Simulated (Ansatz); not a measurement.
# Work function of Ni(110): what the settings cost and change, part 3 of 3

Aim: the work function of Ni(110) against thickness and vacuum, with the cost.

Ansatz 0.2.0; plane-wave DFT, PBE, Ansatz PAW.

So far, work function, upper face (eV): step 2 (run, setting 1 layer) 4.94; step 10 (slab, 13 atoms) 4.49; step 11 (slab, 7 atoms) 4.53; step 12 (slab, 7 atoms (run 2)) 4.53; step 13 (run, 7 atoms) 4.53.

### 15. The same run with other settings

System of this step: Ni(110) monolayer. The cell holds 1 atom: 1 Ni. Its edges and angles: a = 6.652 Å, b = 4.704 Å, c = 34.015 Å, α = 90.0°, β = 90.0°, γ = 90.0°. Vacuum lies along c.

An input spoilt on purpose, to show how the run answers: it repeats the earlier run “1 layer” with crystal.lattice to [[6.65183587, 0.0, 0.0], [0.0, 4.70355825, 0.0], [0.0, 0.0, 34.0150698]], and scf.max_iter set to 50; its output block differs too.

The input, input.yaml:

```yaml
crystal:
  lattice:
    - [6.65183587, 0.0, 0.0]
    - [0.0, 4.70355825, 0.0]
    - [0.0, 0.0, 34.0150698]
  atoms:
    - { symbol: Ni, position: [0.5, 0.5, 0.5], spin: 0.7 }
magnetization:
  spin_polarized: true
kpoints:
  mp_grid: { grid: [12, 16, 1] }
hamiltonian:
  xc: pbe
scf:
  occupations: { method: fermi_dirac, width: 0.1 }
  convergence: { dr2_threshold: 1.0e-09 }
  max_iter: 50
efield:
  axis: 3
  dipole_correction: true
  ramp_position: 0.97
  ramp_width: 0.06
output:
  write_potential: true
  write_density: true
  volumetric_format: npy
```

On the command line:

```
ansatz run input.yaml --threads 4 --pin off --max-ram 6144MiB --backend cpu --events-out ev --progress --plain --runs-dir out
```

Log:

```text
Engine: ansatz 0.2.0, aarch64-unknown-linux-gnu
Pseudopotentials: kind: paw
Pseudopotential: Ni, paw, valence charge 18, recommended cutoff 420 eV (normal), Ni.paw.azcp
Functional definition: PBE
  parameter kappa = 0.804
  parameter beta = 0.066725
  exchange = pbe_x(kappa = kappa, mu = beta*pi^2/3)
  correlation = pbe_c(beta = beta)
Crystal: 1 atoms, lattice volume = 1064.240 Å³
Basis set: ecut = 420 eV, 20793 PW (Γ)
Bands: 14, of which v1, the nominal top of the filled ones, is band 9 counted from 1 (8 counted from 0)
Symmetry: 4 space group operations
k-points: 63 of 192
Non-local potential: Ni, projectors of the file, l = 0: 3, l = 1: 2, l = 2: 3, l = 3: 1
PAW form: soft (Blöchl's): semilocal exchange-correlation on the pseudo side does not see the compensation charge
PAW one-centre angular grid: Ni, 590 points (default); XC on 64 Gauss nodes
Initial density: superposition of atomic densities (neutral atoms: chi_scale 0, normalization atom)
Starting moments: Σ|m| = 0.7 μB on 1 of 1 site
Initial wavefunctions: pseudopotential atomic-orbital guess
Functional: x = pbe(κ = 0.804, μ = 0.219515), c = pbe(β = 0.066725)
SCF iter   1: F=—  HF=-5833.987158 eV  |F-HF|=—  |Δ(HF+E_count)|=         —  Δρ=1.93e-2 (↑1.93e-2 ↓3.98e-3)  dr2=3.86e0  dr2_m=6.32e-1  M=1.374 μB ∫|m|=1.376 μB  β_m=0.31  ethr=3.10e-3  p=0.000 e·Å  D=6.58e-15 V/Å  ΔV_dip=-0.00 eV  dr2_dipole=2.58e-13  V_vac-E_F(+/−)=5.58/5.58 eV  ⟨swp⟩=9.7  Hψ=13877  notcnv=0
Mixer restart at iter 1: flushing history
efield: sawtooth ramp at fractional position 0.9700 (set: `efield.ramp_position`, or a place that a band, a saddle search or an elastic batch's reference lends), width 0.0600; the density the first Hamiltonian is built on has a dipole p = 0.000 e·Å; the dipole correction subtracts the counter field D = 6.58e-15 V/Å, which shifts the + side's vacuum level by -0.00 eV against the − side's; the planar-averaged density in the ramp window peaks in size at 1.1e-6 e/Å³
preconditioner: auto → none  [metal: Δε(μ)=0.011 eV  Ē_g=5.106 eV  σ=0.100 eV  W_gap=0.03  n_scr=42 (ndim 8)  ℏωp=3.6 eV  f_vac=0.897  D(μ)=11.44/eV (n_scr^D=46)  sad-step TF]
SCF iter   2: F=—  HF=-5834.959752 eV  |F-HF|=—  |Δ(HF+E_count)|=   9.73e-1  Δρ=1.20e-2 (↑7.60e-3 ↓1.20e-2)  dr2=9.78e-2  dr2_m=9.13e-1  M=1.731 μB ∫|m|=1.734 μB  β_m=0.33  ethr=3.10e-3  p=-0.000 e·Å  D=-6.94e-11 V/Å  ΔV_dip=0.00 eV  dr2_dipole=4.18e-15  V_vac-E_F(+/−)=5.08/5.08 eV  ⟨swp⟩=3.0  Hψ=5587  notcnv=0  κ⁻¹=1.0e0(r=1)
density mixer auto → broyden: no gap read (density of states about μ 2.72 of a free-electron gas's, 42 screened modes)
SCF iter   3: F=—  HF=-5834.732673 eV  |F-HF|=—  |Δ(HF+E_count)|=   2.27e-1  Δρ=6.85e-3 (↑6.85e-3 ↓3.50e-3)  dr2=1.56e-1  dr2_m=2.57e-1  M=1.675 μB ∫|m|=1.677 μB  β_m=1.00  ethr=5.43e-4  p=0.000 e·Å  D=3.35e-9 V/Å  ΔV_dip=-0.00 eV  dr2_dipole=9.73e-15  V_vac-E_F(+/−)=5.10/5.10 eV  ⟨swp⟩=2.5  Hψ=3703  notcnv=0  κ⁻¹=2.8e-2(r=2)
[...]
SCF iter   5: F=—  HF=-5835.163107 eV  |F-HF|=—  |Δ(HF+E_count)|=   2.32e-1  Δρ=2.68e-3 (↑2.32e-4 ↓2.68e-3)  dr2=5.60e-2  dr2_m=1.62e-2  M=1.952 μB ∫|m|=1.975 μB  β_m=1.00  ethr=2.78e-4  p=0.000 e·Å  D=8.87e-8 V/Å  ΔV_dip=-0.00 eV  dr2_dipole=1.35e-13  V_vac-E_F(+/−)=4.69/4.69 eV  ⟨swp⟩=2.1  Hψ=3862  notcnv=0  κ⁻¹=2.8e-2(r=2)
SCF iter   6: F=—  HF=-5835.164744 eV  |F-HF|=—  |Δ(HF+E_count)|=   1.64e-3  Δρ=9.55e-4 (↑3.51e-4 ↓9.55e-4)  dr2=7.72e-3  dr2_m=3.06e-3  M=1.975 μB ∫|m|=1.998 μB  β_m=1.00  ethr=2.78e-4  p=0.000 e·Å  D=2.17e-8 V/Å  ΔV_dip=-0.00 eV  dr2_dipole=1.09e-14  V_vac-E_F(+/−)=4.63/4.63 eV  ⟨swp⟩=2.0  Hψ=2778  notcnv=0  κ⁻¹=2.2e-4(r=3)
SCF iter   7: F=—  HF=-5835.167322 eV  |F-HF|=—  |Δ(HF+E_count)|=   2.58e-3  Δρ=6.31e-4 (↑1.77e-4 ↓6.31e-4)  dr2=5.17e-3  dr2_m=8.83e-4  M=1.978 μB ∫|m|=2.002 μB  β_m=1.00  ethr=4.29e-5  p=0.000 e·Å  D=1.48e-9 V/Å  ΔV_dip=-0.00 eV  dr2_dipole=2.05e-16  V_vac-E_F(+/−)=4.61/4.61 eV  ⟨swp⟩=1.6  Hψ=2455  notcnv=0  κ⁻¹=2.6e-5(r=4)
SCF iter   8: F=—  HF=-5835.172648 eV  |F-HF|=—  |Δ(HF+E_count)|=   5.33e-3  Δρ=3.52e-4 (↑9.24e-5 ↓3.52e-4)  dr2=1.70e-3  dr2_m=2.58e-4  M=1.980 μB ∫|m|=2.003 μB  β_m=1.00  ethr=2.87e-5  p=-0.000 e·Å  D=-1.20e-8 V/Å  ΔV_dip=0.00 eV  dr2_dipole=2.34e-15  V_vac-E_F(+/−)=4.56/4.56 eV  ⟨swp⟩=2.2  Hψ=2407  notcnv=0  κ⁻¹=7.7e-6(r=5)
SCF iter   9: F=—  HF=-5835.175689 eV  |F-HF|=—  |Δ(HF+E_count)|=   3.04e-3  Δρ=8.19e-5 (↑3.44e-5 ↓8.19e-5)  dr2=8.16e-5  dr2_m=1.67e-5  M=1.976 μB ∫|m|=1.998 μB  β_m=1.00  ethr=9.43e-6  p=0.000 e·Å  D=9.21e-10 V/Å  ΔV_dip=-0.00 eV  dr2_dipole=3.47e-19  V_vac-E_F(+/−)=4.52/4.52 eV  ⟨swp⟩=2.0  Hψ=2490  notcnv=0  κ⁻¹=5.7e-7(r=6)
[...]
SCF 1 converged in 24 iterations: F = -5835.176006 eV  dr2 = 4.35e-11
[...]
Symmetry: 2 space group operations
k-points: 63 of 192 (time reversal used)
[...]
Starting moments: Σ|m| = 0.7 μB on 1 of 1 site; this step starts from the density that it was given
[...]
efield: sawtooth ramp at fractional position 0.9700 (kept from the solve that this one continues, or follows in the run), width 0.0600; the density the first Hamiltonian is built on has a dipole p = 0.000 e·Å; the dipole correction subtracts the counter field D = 5.77e-11 V/Å, which shifts the + side's vacuum level by -0.00 eV against the − side's; the planar-averaged density in the ramp window peaks in size at 9.6e-7 e/Å³
[...]
an SCF along what the orbitals of the run's state read of its open shells (or to have them read: on a GPU, or by another smearing), with 2 of the crystal's symmetry operations given up, reached no lower state that the run goes on to. This is no proof of a minimum
[...]
efield: sawtooth ramp at fractional position 0.9700 (kept from the solve that this one continues, or follows in the run), width 0.0600; the density the first Hamiltonian is built on has a dipole p = 0.000 e·Å; the dipole correction subtracts the counter field D = 5.77e-11 V/Å, which shifts the + side's vacuum level by -0.00 eV against the − side's; the planar-averaged density in the ramp window peaks in size at 9.6e-7 e/Å³
eigensolver tolerance schedule: the retry pair's looser diagonalisation over-reported the residual by 3861.85 of it (diagonalisation noise at 3.18 of the residual, at the tolerance the schedule requests for it); recorded, not acted on — ethr = c·dr2/N_el stays at c = 1.0e-1
[...]
```

The job ended after 10 min (4 threads of Arm Neoverse N1, shared host; peak memory 3.8 GiB).

The run was cut off at the time limit after its SCF loop had closed; no result of it is taken.

The fault put into the input: a lattice typed in bohr.

### 16. Outcome

* work function, 1 layer: 4.938 eV
* work function, 4 layers: 4.434 eV
* work function, 6 layers: 4.466 eV
* work function, 13 layers: 4.494 eV

The thickest slab gives 4.49 eV, and the settings tried spread the value from 4.43 to 4.94 eV. At 18 Å of vacuum, the slabs from 5 layers on stay within 0.04 eV of the thickest. Beyond two layers the value swings up and down with thickness, as is usual where quantum-well states cross the Fermi level; the levels were not examined here. Going from 10 to 26 Å of vacuum moves it by 0.003 eV. The program marks the value as in doubt in “7 layers, 10 Å of vacuum”. The ladder's slabs use the tabulated experimental lattice constant (two decimals; a low-temperature value for the alkali metals). The magnetic order is the one reached from the typed start; other orders were not compared. In 1 run of the series (7 layers, 10 Å of vacuum) the program warns that electrons reach the sawtooth's ramp, which makes dipole and work function less sure.

Comparison with the measured values:

| quantity | measured | 13 layers |
| --- | --- | --- |
| work function (clean (110) face, a compiled value) (eV) | 4.55 | 4.49 (-0.06 eV) |

Measured values from arxiv:1902.07811 (2019).

Verdict: The work function is off by -0.06 eV: good agreement. No cell relaxation is part of this session.

[Long decimals in the printed logs are rounded to 6 places.]

[Logs are printed without paths, hosts, clocks, repeated set-up lines and the standing remarks that a program may print on its own settings, such as how far it seeks lower states.]

[Hosts, paths, dates, database ids (printed as entryN), source tags and the programs' standing remarks are cut or masked in the printed files.]

[Maps of the electrostatic potential energy from Ansatz leave out the sawtooth potential of an applied field or a dipole correction, so their vacuum need not be flat; planar profiles and work functions include it.]
